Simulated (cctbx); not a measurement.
## Which space group?

Cell: a = 3.7510 Å, b = 3.7510 Å, c = 12.8000 Å, α = 90.00°, β = 90.00°, γ = 90.00°. Expected content of the cell: Ga2 Na4 F8.

Simulated single-crystal data (cctbx): synchrotron X-rays, λ = 0.6889 Å, to d = 0.84 Å, 70 % of the full sphere, strongest reflection 70000 counts, noise from counting, a 3 % proportional error and a noise floor of 2 counts (s.d.); no absorption.

Tests on the unmerged data give:

```text
903 reflections to d = 0.849 A
centring   violations  <I/sigma> of those
    A        231 of   457     12.7
    B        242 of   479     12.8
    C        231 of   466     14.5
    I          0 of   450      0.1
    R        293 of   604     13.3
    F        352 of   701     13.3
Laue class    unique    Rint  (classes that these axes allow; Friedel mates merged)
I 1 2/m 1         179   0.022
I 1 1 2/m         167   0.021
I 2/m 1 1         182   0.022
I m m m           112   0.023
I 4/m              88   0.024
I 4/m m m          68   0.024
space group    extra absences  I>4sigma  <I/sigma>
I 4 2 2                 0          0         -  acentric
I 4 m m                 0          0         -  acentric
I -4 m 2                0          0         -  acentric
I -4 2 m                0          0         -  acentric
I 4/m m m               0          0         -  centric
Wilson B = 1.39 A^2   <|E^2-1|> = 0.518 (0.968 centric, 0.736 acentric)   E^2>4: 0.0 %
shell (A)         n   <I/sigma>
 6.40 - 1.45     17     63.0
 1.45 - 1.15     15     65.4
 1.15 - 1.01     12     68.6
 1.01 - 0.91     10     64.7
 0.91 - 0.85     14     61.3
```

Q: Read the symmetry from these tables.

The reflections that I centring forbids are absent (⟨I/σ⟩ near 0), so the lattice is I.

Rint stays low (0.021 to 0.024) up to I 4/m m m, the highest class in these axes.

5 settings pass the absence test. No glide or screw absences show, which leaves I 4 2 2, I 4 m m, I -4 m 2, I -4 2 m and I 4/m m m.

⟨|E²−1|⟩ = 0.518 leans to a non-centrosymmetric structure, or to twinning, which lowers it. Here that hint misleads: the statistic assumes many like atoms on general positions, and few, heavy or special-position atoms break it. The Wilson B of 1.39 Å² means U ≈ 0.0176 Å².

The true group is I4/mmm (no. 139), Laue class 4/mmm, centrosymmetric. The tables only narrow the choice to the tied entries; cell content, site symmetry and trial solutions must settle it.

The model is made up (kin elements in a known structure type, no relaxation), so it says nothing on whether the phase exists.

[Logs are printed without paths, hosts, clocks, repeated set-up lines and the standing remarks that a program may print on its own settings, such as how far it seeks lower states.]
